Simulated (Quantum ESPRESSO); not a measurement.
Records of electronic-structure calculations.

## CrSBr: where do free moments turn?

The structure is orthorhombic, space group Pmmn (No. 59). The conventional cell has a = 3.540 Å, b = 4.755 Å, c = 8.394 Å, α = 90.00°, β = 90.00°, γ = 90.00°. Cr has 4 S at 2.39 to 2.42 Å and 2 Br at 2.51 Å nearest. Nearest to S lie 4 Cr at 2.39 to 2.42 Å. Br has 2 Cr at 2.51 Å nearest. Farther neighbours and most contacts between anions are not listed.

```
CELL_PARAMETERS angstrom
3.54046 0.00000 0.00000
0.00000 4.75547 0.00000
0.00000 0.00000 8.39404
ATOMIC_POSITIONS crystal
Cr 0.50000 0.00000 0.87874
Cr 0.00000 0.50000 0.12126
S 0.50000 0.50000 0.92950
S 0.00000 0.00000 0.07050
Br 0.00000 0.00000 0.66596
Br 0.50000 0.50000 0.33404
```

- method: LDA; plane waves with GBRV 1.5 LDA potentials, no spin-orbit coupling (and 1 further level or step)
- program: Quantum ESPRESSO 7.5
- settings of one run: GBRV 1.5 LDA, cutoff 462.59 eV, 4×3×2 k-mesh, 74 bands, fermi-dirac occupations, smearing width 0.1 eV, SCF threshold 6.00e-8, starting moments 3 3 0 0 0 0 μB
- cost: 4 runs, 9.7 min in all on 4 MPI ranks of Arm Neoverse V2, shared host (the runs of this entry)
- notes: Without spin–orbit coupling only the angles between moments matter. The cell holds only so many moments, so longer spirals cannot form in it. No Hubbard term acts here. In such compounds local and semilocal functionals without one often delocalise the d electrons, and can shrink or lose moments and miss the size, sign and order of the couplings. The smearing term is large for its width, so states at the Fermi level are partly filled: at this level the cell is a metal or has a gap of a few widths at most.
- lowest start: collinear parallel, random 2 and two sublattices 60 degrees apart
- its final state: ferromagnetic
- its moments: 2.69 μB
- its net moment: 6.00 μB a cell

No finished start ends non-collinear. The mesh is coarse, so differences of some ten meV can be noise where moments are itinerant.

[Logs and program files are shortened in this print: banners, set-up blocks, solver, clock and traceback lines can be left out without a mark of their own.]

[Logs are printed without paths, hosts, clocks, repeated set-up lines and the standing remarks that a program may print on its own settings, such as how far it seeks lower states.]

[Hosts, paths, dates, database ids (printed as entryN), source tags and the programs' standing remarks are cut or masked in the printed files.]

[Where a cell is said to come from a database of computed structures, the database is the Materials Project.]
